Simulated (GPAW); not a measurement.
## CaO (Fm-3m): ε∞ against the local-field cutoff

The size of the dielectric matrix of CaO (Fm-3m) is raised step by step, on the same bands.

Symmetry: Fm-3m, No. 225, cubic system. The conventional cell has a = 4.813 Å, b = 4.813 Å, c = 4.813 Å, α = 90.00°, β = 90.00°, γ = 90.00°. Ca on site a has 6 O at 2.41 Å as nearest neighbours. O on site b has 6 Ca at 2.41 Å as nearest neighbours.

Method: GPAW 26.7.0, PBE, RPA, k-mesh 12×12×12, Lorentzian half width 0.15 eV.

Launch of the response step: `OMP_NUM_THREADS=1 python df.py`. The series took 89 s in all, its band step included, on 1 thread of Arm Neoverse V1, with other jobs on the host.

```
cutoff (eV)  time of the step (s)      ε∞
         40                     8  3.6200
         60                     8  3.6088
        100                     9  3.5343
        150                    11       ?
```

The number of plane waves grows as cutoff^(3/2); a common extrapolation takes the result as linear in its inverse.

Working, on the rows shown:

| x = cutoff^(−3/2) (eV^−3/2) | y = ε∞ |
| --- | --- |
| 0.00395285 | 3.62 |
| 0.00215166 | 3.6088 |
| 0.001 | 3.5343 |

Means: x̄ = 0.0023682, ȳ = 3.5877. Σ(x − x̄)(y − ȳ) = 0.0001197, Σ(x − x̄)² = 4.430e-06. Slope = 0.0001197 / 4.430e-06 = 27.02; intercept = ȳ − slope · x̄ = 3.5237. The line misses the rows shown by at most 0.027.

Q: Fill in the last column of the withheld row.

A: At x = 0.00054433 the line gives y = 3.5384. The run gave 3.5144, so the extrapolation is off by 0.024, 23 % of the range in the table. The law describes these rows poorly: it misses even the rows shown by over a tenth of the range.

Refitted with all rows, the slope is 31.76 and the intercept 3.5086. The line reaches 3.509 at infinite cutoff, 0.2 % from the last run, while the last two runs differ by 0.56 %. ε∞ moves in steps as shells of reciprocal vectors enter, so the limit is good only to about the larger of these. Excitons are left out; PBE gaps are as a rule too small. The values come from a sum over the points of one k-mesh and carry its error, which grows as the direct gap shrinks. This version of GPAW has incomplete matrix elements in the optical limit, which can lower ε − 1 by up to a tenth where first-row anions or d states rule.

[Logs are printed without paths, hosts, clocks, repeated set-up lines and the standing remarks that a program may print on its own settings, such as how far it seeks lower states.]
